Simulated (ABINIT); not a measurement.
# TlGa3 (Pm-3m): phonons by linear response, part 3 of 4

How does TlGa3 (Pm-3m) vibrate, and is this structure a minimum?

ABINIT 10.8.3; DFT LDA, scalar-relativistic, plane waves, HGH norm-conserving pseudopotentials.

So far. Step 4 (Relaxation): The volume changes by -0.5 % in this run and stands -11.0 % from the first cell. Step 6 (Zone-centre response): The acoustic modes at Γ come out as far as 0.2 cm⁻¹ from zero, where they should vanish, a small numerical error. The lowest optical mode is imaginary, 39i cm⁻¹, an instability at this level and on this k mesh. The relaxed cell has a = 4.189 Å (conventional setting).

The structure was built from a prototype and need not be the compound's stable phase.

## 7. Modes with the sum rule

anaddb reads the merged derivatives and imposes the acoustic sum rule.

Contents of anaddb.abi:

```
ddb_filepath "gamma_DDB"
output_file "anaddb.abo"
outdata_prefix "anaddb"
asr 1
chneut 1
enunit 2
eivec 1
nph1l 1
qph1l 0.0 0.0 0.0 1.0
```

Contents of mrgddb.in:

```
gamma_DDB
merged
2
dfpt_gammao_DDB
gso_DDB
```

Launch:

```
$ mrgddb < mrgddb.in > mrgddb.log
$ OMP_NUM_THREADS=1 anaddb anaddb.abi > anaddb.log
```

Numbers of over 12 decimals in the logs are rounded to 6 here.

anaddb.abo, the main output file:

```text
-outvars_anaddb: echo values of input variables ----------------------

 Miscellaneous information :
      enunit         2
       eivec         1
         asr         1
 First list of wavevector (reduced coord.) :
       nph1l         1
       qph1l
                     0.00000000E+00  0.00000000E+00  0.00000000E+00    1.000E+00

================================================================================

 read the DDB information and perform some checks

  ==== Info on the Cryst% object ====
 Real(R)+Recip(G) space primitive vectors, cartesian coordinates (Bohr,Bohr^-1):
 R(1)=  7.9164642  0.0000000  0.0000000  G(1)=  0.1263190  0.0000000  0.0000000
 R(2)=  0.0000000  7.9164642  0.0000000  G(2)=  0.0000000  0.1263190  0.0000000
 R(3)=  0.0000000  0.0000000  7.9164642  G(3)=  0.0000000  0.0000000  0.1263190
 Unit cell volume ucvol=  4.9612803E+02 bohr^3
 Angles (23,13,12)=  9.00000000E+01  9.00000000E+01  9.00000000E+01 degrees
 Time-reversal symmetry is present
 Reduced atomic positions [iatom, xred, symbol]:
    1)    0.0000000  0.0000000  0.0000000  Tl
    2)    0.0000000  0.5000000  0.5000000  Ga
    3)    0.5000000  0.0000000  0.5000000  Ga
    4)    0.5000000  0.5000000  0.0000000  Ga

 DDB file with 3 blocks has been read.

================================================================================

 Treat the first list of vectors

  Phonon wavevector (reduced coordinates) :  0.00000  0.00000  0.00000
 Phonon energies in Hartree :
  -1.780347E-04 -1.780347E-04 -1.780347E-04  0.000000E+00  0.000000E+00
   0.000000E+00  2.345184E-04  2.345184E-04  2.345184E-04  5.713872E-04
   5.713872E-04  5.713872E-04
 Phonon energies in meV     :
- -4.844571E+00 -4.844571E+00 -4.844571E+00  0.000000E+00  0.000000E+00
-  0.000000E+00  6.381571E+00  6.381571E+00  6.381571E+00  1.554824E+01
-  1.554824E+01  1.554824E+01
 Phonon frequencies in cm-1    :
- -3.907410E+01 -3.907410E+01 -3.907410E+01  0.000000E+00  0.000000E+00
-  0.000000E+00  5.147084E+01  5.147084E+01  5.147084E+01  1.254050E+02
-  1.254050E+02  1.254050E+02
 Phonon frequencies in Thz     :
- -1.171412E+00 -1.171412E+00 -1.171412E+00  0.000000E+00  0.000000E+00
-  0.000000E+00  1.543057E+00  1.543057E+00  1.543057E+00  3.759547E+00
-  3.759547E+00  3.759547E+00
 Phonon energies in Kelvin  :
- -5.621891E+01 -5.621891E+01 -5.621891E+01  0.000000E+00  0.000000E+00
-  0.000000E+00  7.405506E+01  7.405506E+01  7.405506E+01  1.804298E+02
-  1.804298E+02  1.804298E+02

 Eigendisplacements
 (will be given, for each mode : in cartesian coordinates
   for each atom the real part of the displacement vector,
   then the imaginary part of the displacement vector - absolute values smaller than 1.0d-7 are set to zero)
  Mode number    1   Energy   -1.780347E-04
 Attention : low frequency mode.
   (Could be unstable or acoustic mode)
-  1  0.00000000E+00  0.00000000E+00  8.50535036E-04
-     0.00000000E+00  0.00000000E+00  0.00000000E+00
-  2  0.00000000E+00  0.00000000E+00 -4.84132494E-05
-     0.00000000E+00  0.00000000E+00  0.00000000E+00
-  3  0.00000000E+00  0.00000000E+00 -4.84132494E-05
-     0.00000000E+00  0.00000000E+00  0.00000000E+00
-  4  0.00000000E+00  0.00000000E+00 -2.39639883E-03
-     0.00000000E+00  0.00000000E+00  0.00000000E+00
  Mode number    2   Energy   -1.780347E-04
 Attention : low frequency mode.
   (Could be unstable or acoustic mode)
-  1  0.00000000E+00  8.50535036E-04  0.00000000E+00
-     0.00000000E+00  0.00000000E+00  0.00000000E+00
-  2  0.00000000E+00 -4.84132494E-05  0.00000000E+00
-     0.00000000E+00  0.00000000E+00  0.00000000E+00
-  3  0.00000000E+00 -2.39639883E-03  0.00000000E+00
-     0.00000000E+00  0.00000000E+00  0.00000000E+00
-  4  0.00000000E+00 -4.84132494E-05  0.00000000E+00
-     0.00000000E+00  0.00000000E+00  0.00000000E+00
  Mode number    3   Energy   -1.780347E-04
 Attention : low frequency mode.
   (Could be unstable or acoustic mode)
-  1  8.50535036E-04  0.00000000E+00  0.00000000E+00
-     0.00000000E+00  0.00000000E+00  0.00000000E+00
-  2 -2.39639883E-03  0.00000000E+00  0.00000000E+00
-     0.00000000E+00  0.00000000E+00  0.00000000E+00
-  3 -4.84132494E-05  0.00000000E+00  0.00000000E+00
-     0.00000000E+00  0.00000000E+00  0.00000000E+00
-  4 -4.84132494E-05  0.00000000E+00  0.00000000E+00
-     0.00000000E+00  0.00000000E+00  0.00000000E+00
  Mode number    4   Energy    0.000000E+00
 Attention : low frequency mode.
   (Could be unstable or acoustic mode)
-  1  0.00000000E+00  0.00000000E+00  1.15174072E-03
-     0.00000000E+00  0.00000000E+00  0.00000000E+00
-  2  0.00000000E+00  0.00000000E+00  1.15174074E-03
-     0.00000000E+00  0.00000000E+00  0.00000000E+00
-  3  0.00000000E+00  0.00000000E+00  1.15174074E-03
-     0.00000000E+00  0.00000000E+00  0.00000000E+00
-  4  0.00000000E+00  0.00000000E+00  1.15174078E-03
-     0.00000000E+00  0.00000000E+00  0.00000000E+00
  Mode number    5   Energy    0.000000E+00
 Attention : low frequency mode.
   (Could be unstable or acoustic mode)
-  1  0.00000000E+00  1.15174072E-03  0.00000000E+00
-     0.00000000E+00  0.00000000E+00  0.00000000E+00
-  2  0.00000000E+00  1.15174074E-03  0.00000000E+00
-     0.00000000E+00  0.00000000E+00  0.00000000E+00
-  3  0.00000000E+00  1.15174078E-03  0.00000000E+00
-     0.00000000E+00  0.00000000E+00  0.00000000E+00
-  4  0.00000000E+00  1.15174074E-03  0.00000000E+00
-     0.00000000E+00  0.00000000E+00  0.00000000E+00
  Mode number    6   Energy    0.000000E+00
 Attention : low frequency mode.
   (Could be unstable or acoustic mode)
-  1  1.15174072E-03  0.00000000E+00  0.00000000E+00
-     0.00000000E+00  0.00000000E+00  0.00000000E+00
-  2  1.15174078E-03  0.00000000E+00  0.00000000E+00
-     0.00000000E+00  0.00000000E+00  0.00000000E+00
-  3  1.15174074E-03  0.00000000E+00  0.00000000E+00
-     0.00000000E+00  0.00000000E+00  0.00000000E+00
-  4  1.15174074E-03  0.00000000E+00  0.00000000E+00
-     0.00000000E+00  0.00000000E+00  0.00000000E+00
  Mode number    7   Energy    2.345184E-04
-  1  0.00000000E+00  0.00000000E+00  0.00000000E+00
-     0.00000000E+00  0.00000000E+00  0.00000000E+00
-  2  0.00000000E+00  0.00000000E+00 -1.98343019E-03
-     0.00000000E+00  0.00000000E+00  0.00000000E+00
-  3  0.00000000E+00  0.00000000E+00  1.98343019E-03
-     0.00000000E+00  0.00000000E+00  0.00000000E+00
-  4  0.00000000E+00  0.00000000E+00  0.00000000E+00
-     0.00000000E+00  0.00000000E+00  0.00000000E+00
  Mode number    8   Energy    2.345184E-04
-  1  0.00000000E+00  0.00000000E+00  0.00000000E+00
-     0.00000000E+00  0.00000000E+00  0.00000000E+00
-  2  0.00000000E+00  1.98343019E-03  0.00000000E+00
-     0.00000000E+00  0.00000000E+00  0.00000000E+00
-  3  0.00000000E+00  0.00000000E+00  0.00000000E+00
-     0.00000000E+00  0.00000000E+00  0.00000000E+00
-  4  0.00000000E+00 -1.98343019E-03  0.00000000E+00
-     0.00000000E+00  0.00000000E+00  0.00000000E+00
  Mode number    9   Energy    2.345184E-04
-  1  0.00000000E+00  0.00000000E+00  0.00000000E+00
-     0.00000000E+00  0.00000000E+00  0.00000000E+00
-  2  0.00000000E+00  0.00000000E+00  0.00000000E+00
-     0.00000000E+00  0.00000000E+00  0.00000000E+00
-  3  1.98343019E-03  0.00000000E+00  0.00000000E+00
-     0.00000000E+00  0.00000000E+00  0.00000000E+00
-  4 -1.98343019E-03  0.00000000E+00  0.00000000E+00
-     0.00000000E+00  0.00000000E+00  0.00000000E+00
  Mode number   10   Energy    5.713872E-04
-  1  0.00000000E+00  0.00000000E+00  7.96340061E-04
-     0.00000000E+00  0.00000000E+00  0.00000000E+00
-  2  0.00000000E+00  0.00000000E+00 -1.61404607E-03
-     0.00000000E+00  0.00000000E+00  0.00000000E+00
-  3  0.00000000E+00  0.00000000E+00 -1.61404607E-03
-     0.00000000E+00  0.00000000E+00  0.00000000E+00
-  4  0.00000000E+00  0.00000000E+00  8.93731756E-04
-     0.00000000E+00  0.00000000E+00  0.00000000E+00
  Mode number   11   Energy    5.713872E-04
-  1  0.00000000E+00 -7.96340061E-04  0.00000000E+00
-     0.00000000E+00  0.00000000E+00  0.00000000E+00
-  2  0.00000000E+00  1.61404607E-03  0.00000000E+00
-     0.00000000E+00  0.00000000E+00  0.00000000E+00
-  3  0.00000000E+00 -8.93731756E-04  0.00000000E+00
-     0.00000000E+00  0.00000000E+00  0.00000000E+00
-  4  0.00000000E+00  1.61404607E-03  0.00000000E+00
-     0.00000000E+00  0.00000000E+00  0.00000000E+00
  Mode number   12   Energy    5.713872E-04
-  1  7.96340061E-04  0.00000000E+00  0.00000000E+00
-     0.00000000E+00  0.00000000E+00  0.00000000E+00
-  2  8.93731756E-04  0.00000000E+00  0.00000000E+00
-     0.00000000E+00  0.00000000E+00  0.00000000E+00
-  3 -1.61404607E-03  0.00000000E+00  0.00000000E+00
-     0.00000000E+00  0.00000000E+00  0.00000000E+00
-  4 -1.61404607E-03  0.00000000E+00  0.00000000E+00
-     0.00000000E+00  0.00000000E+00  0.00000000E+00

 Analysis of degeneracies and characters (maximum tolerance=1.00E-06 a.u.)
 For each vibration mode, or group of modes if degenerate,
 the characters are given for each symmetry operation (see the list in the log file).
 Symmetry characters of vibration mode #   1
       degenerate with vibration modes #   2 to    3
  3.0 -3.0 -1.0  1.0 -1.0  1.0 -1.0  1.0  1.0 -1.0 -1.0  1.0  1.0 -1.0 -1.0  1.0
  0.0 -0.0  0.0 -0.0 -0.0  0.0 -0.0  0.0  1.0 -1.0 -1.0  1.0 -1.0  1.0  1.0 -1.0
  0.0 -0.0 -0.0  0.0 -0.0  0.0  0.0 -0.0  1.0 -1.0  1.0 -1.0 -1.0  1.0 -1.0  1.0
 Symmetry characters of vibration mode #   4
       degenerate with vibration modes #   5 to    6
  3.0 -3.0 -1.0  1.0 -1.0  1.0 -1.0  1.0  1.0 -1.0 -1.0  1.0  1.0 -1.0 -1.0  1.0
  0.0 -0.0  0.0 -0.0 -0.0  0.0 -0.0  0.0  1.0 -1.0 -1.0  1.0 -1.0  1.0  1.0 -1.0
  0.0 -0.0 -0.0  0.0 -0.0  0.0  0.0 -0.0  1.0 -1.0  1.0 -1.0 -1.0  1.0 -1.0  1.0
 Symmetry characters of vibration mode #   7
       degenerate with vibration modes #   8 to    9
  3.0 -3.0 -1.0  1.0 -1.0  1.0 -1.0  1.0 -1.0  1.0  1.0 -1.0 -1.0  1.0  1.0 -1.0
  0.0 -0.0  0.0 -0.0 -0.0  0.0 -0.0  0.0 -1.0  1.0  1.0 -1.0  1.0 -1.0 -1.0  1.0
  0.0 -0.0 -0.0  0.0 -0.0  0.0  0.0 -0.0 -1.0  1.0 -1.0  1.0  1.0 -1.0  1.0 -1.0
 Symmetry characters of vibration mode #  10
       degenerate with vibration modes #  11 to   12
  3.0 -3.0 -1.0  1.0 -1.0  1.0 -1.0  1.0  1.0 -1.0 -1.0  1.0  1.0 -1.0 -1.0  1.0
  0.0 -0.0 -0.0  0.0  0.0 -0.0 -0.0  0.0  1.0 -1.0 -1.0  1.0 -1.0  1.0  1.0 -1.0
  0.0 -0.0  0.0 -0.0 -0.0  0.0 -0.0  0.0  1.0 -1.0  1.0 -1.0 -1.0  1.0 -1.0  1.0
-
```

It took 0.51 s on 1 thread of Arm Neoverse V1, shared host.

No LO-TO term; unit eigenvectors of the mass-weighted matrix, from anaddb's displacements. Modes at Γ, with each element's share of the kinetic energy (negative means imaginary):

```
mode  frequency (cm⁻¹)  symmetry  Tl %  Ga %
   1             -39.1       T1u    27    73
   2             -39.1       T1u    27    73
   3             -39.1       T1u    27    73
   4               0.0  acoustic    49    51
   5               0.0  acoustic    49    51
   6               0.0  acoustic    49    51
   7              51.5       T2u     0   100
   8              51.5       T2u     0   100
   9              51.5       T2u     0   100
  10             125.4       T1u    24    76
  11             125.4       T1u    24    76
  12             125.4       T1u    24    76
```

Displacements in mode 1 (-39.1 cm⁻¹), the largest set to 1:
```
Tl1  0.00  0.00  0.35
Ga2  0.00  0.00 -0.02
Ga3  0.00  0.00 -0.02
Ga4  0.00  0.00 -1.00
```

Displacements in mode 7 (51.5 cm⁻¹), the largest set to 1:
```
Tl1  0.00  0.00  0.00
Ga2  0.00  0.00 -1.00
Ga3  0.00  0.00  1.00
Ga4  0.00  0.00  0.00
```

The rule moves no optical mode by more than 0.1 cm⁻¹.

## 8. Linear response on the mesh

Linear response treats each wavevector in the unit cell, with no supercell; the 2×2×2 mesh fixes the range of the force constants to be had.

Contents of dfpt_q.abi:

```
ndtset 3

# wavevectors
qpt1 0.5 0.0 0.0
qpt2 0.5 0.5 0.0
qpt3 0.5 0.5 0.5

# displacements
getwfk_filepath "gso_WFK"
getwfq_filepath "gso_WFK"
kptopt 3
nqpt 1
rfphon 1
rfatpol 1 4
rfdir 1 1 1
tolvrs 1.0d-10
prtwf 0

# basis, mesh and filling
ecut 20.0
ixc 7
ngkpt 6 6 6
nshiftk 1
shiftk 0.0 0.0 0.0
istwfk *1
occopt 7
tsmear 0.01
nband 12
nstep 100
diemac 1000000.0
prtebands 0
prtgsr 0
useylm 1

# cell and atoms
acell 3*1.0 Angstrom
rprim 
    4.189212456 0.0 0.0
    0.0 4.189212456 0.0
    0.0 0.0 4.189212456
ntypat 2
znucl 81 31
natom 4
typat 1 2 2 2
xred 
    0.0 0.0 0.0
    0.0 0.5 0.5
    0.5 0.0 0.5
    0.5 0.5 0.0
pp_dirpath "./pseudo"
pseudos "Tl.hgh, Ga.hgh"
```

Launch:

```
$ OMP_NUM_THREADS=1 mpirun -n 4 abinit dfpt_q.abi > dfpt_q.log
```

dfpt_q.abo, the main output file:

```text
[banners, grids, parts of the stress and lines that vanish by symmetry left out]
- input  file    -> dfpt_q.abi
- output file    -> dfpt_q.abo
- root for input  files -> dfpt_qi
[...]
DATASET    1 : space group Pm -3 m (#221); Bravais cP (primitive cubic)
[...]
nfft =       32768          nkpt =         216
[...]
DATASET    2 : space group Pm -3 m (#221); Bravais cP (primitive cubic)
[...]
nfft =       32768          nkpt =         216
[...]
DATASET    3 : space group Pm -3 m (#221); Bravais cP (primitive cubic)
[...]
nfft =       32768          nkpt =         216
[...]
== DATASET  1 ==================================================================
[...]
cutoff_energies: {ecut:  20.0, pawecutdg:  -1.0, }
[...]
Exchange-correlation functional for the present dataset will be:
  LDA: Perdew-Wang 92 LSD fit to Ceperley-Alder data - ixc=7
[...]
Perturbation : displacement of atom   1   along direction   1
[...]
-ETOT  1   759.38705951006      7.093E+02 5.508E+01 4.384E+06
 ETOT  2   13.636695975476     -7.458E+02 8.566E+00 6.238E+04
 ETOT  3   2.303108     -1.133E+01 1.716E-01 2.317E+02
 ETOT  4   2.254682     -4.843E-02 9.602E+00 1.755E-01
 ETOT  5   2.254628     -5.396E-05 3.661E-01 4.569E-04
[...]
At SCF step    8       vres2   =  9.11E-11 < tolvrs=  1.00E-10 =>converged.
[...]
Perturbation : displacement of atom   1   along direction   2
[...]
-ETOT  1   6.861679     -2.672E+01 4.170E-01 8.799E+03
[...]
At SCF step    8       vres2   =  1.13E-11 < tolvrs=  1.00E-10 =>converged.
[...]
Perturbation : displacement of atom   2   along direction   1
[...]
-ETOT  1   835.12425222903      7.681E+02 1.188E+01 4.811E+06
[...]
At SCF step    9       vres2   =  5.18E-12 < tolvrs=  1.00E-10 =>converged.
[...]
Perturbation : displacement of atom   2   along direction   2
[...]
-ETOT  1   10.020416212238     -4.148E+01 4.226E-01 1.450E+04
[...]
At SCF step    8       vres2   =  1.08E-11 < tolvrs=  1.00E-10 =>converged.
[...]
Perturbation : displacement of atom   3   along direction   1
[...]
-ETOT  1   692.69203049968      6.247E+02 1.091E+01 4.026E+06
[...]
Perturbation : displacement of atom   3   along direction   2
[...]
-ETOT  1   9.952624     -4.054E+01 6.502E-01 1.569E+04
[...]
Perturbation : displacement of atom   3   along direction   3
[...]
-ETOT  1   10.779011346443     -4.073E+01 3.836E+00 1.559E+04
[...]
Phonon wavevector (reduced coordinates) :  0.50000  0.00000  0.00000
 Phonon energies in Hartree :
[...]
Phonon frequencies in cm-1    :
- -2.961780E+01 -2.961780E+01  1.669228E+01  1.669228E+01  4.194367E+01
-  7.788675E+01  7.977921E+01  9.334137E+01  9.334137E+01  1.029474E+02
-  1.029474E+02  1.095190E+02
[...]
== DATASET  2 ==================================================================
[...]
cutoff_energies: {ecut:  20.0, pawecutdg:  -1.0, }
[...]
Exchange-correlation functional for the present dataset will be:
  LDA: Perdew-Wang 92 LSD fit to Ceperley-Alder data - ixc=7
[...]
- 31.00000   3.00000     10605                znucl, zion, pspdat
[...]
Perturbation : displacement of atom   1   along direction   1
[...]
-ETOT  1   36.222251452411     -2.870E+00 2.444E-01 8.032E+04
[...]
Perturbation : displacement of atom   2   along direction   1
[...]
-ETOT  1   49.774903077559     -6.224E+00 2.871E-01 1.136E+05
[...]
At SCF step    8       vres2   =  4.71E-12 < tolvrs=  1.00E-10 =>converged.
[...]
Perturbation : displacement of atom   2   along direction   2
[...]
-ETOT  1   46.045464141033     -1.097E+01 9.471E-01 1.045E+05
[...]
ETOT  7   1.402832     -2.297E-10 2.226E-02 1.754E-09
 ETOT  8   1.402832     -9.877E-13 3.764E-03 3.737E-12
 At SCF step    8       vres2   =  3.74E-12 < tolvrs=  1.00E-10 =>converged.
[...]
Phonon wavevector (reduced coordinates) :  0.50000  0.50000  0.50000
 Phonon energies in Hartree :
[...]
Phonon frequencies in cm-1    :
- -4.954968E+01 -4.954968E+01 -3.519987E+01 -3.519987E+01 -3.519987E+01
-  5.186350E+01  5.186350E+01  5.186350E+01  1.107796E+02  1.411275E+02
-  1.411275E+02  1.411275E+02
[...]
strten2     0.0000000000E+00  0.0000000000E+00  0.0000000000E+00
           strten3     0.0000000000E+00  0.0000000000E+00  0.0000000000E+00
================================================================================
```

Wall time 3.9 min (4 MPI ranks).

Numbers from this step:

```yaml
lowest_mode_on_the_q_mesh_acoustic_ones_at_the_zone_centre_apart: -49.55 cm⁻¹
```

Frequencies (cm⁻¹) before the sum rule at the irreducible wavevectors but Γ, which is solved apart; negative means imaginary. Frequencies by wavevector:

```
q (fractions)  star  mode 1  mode 2  mode 3  mode 4  mode 10  mode 11  mode 12
      0.5 0 0     3  -29.62  -29.62   16.69   16.69      103      103    109.5
    0.5 0.5 0     3  -42.79   -9.47   -9.47   42.46    98.63    100.7    100.7
  0.5 0.5 0.5     1  -49.55  -49.55   -35.2   -35.2    141.1    141.1    141.1
```

(Part 3 of 4 ends here.)

[Host names and launcher messages were left out of these logs when they were recorded.]

[Logs are printed without paths, hosts, clocks, repeated set-up lines and the standing remarks that a program may print on its own settings, such as how far it seeks lower states.]

[Hosts, paths, dates, database ids (printed as entryN), source tags and the programs' standing remarks are cut or masked in the printed files.]
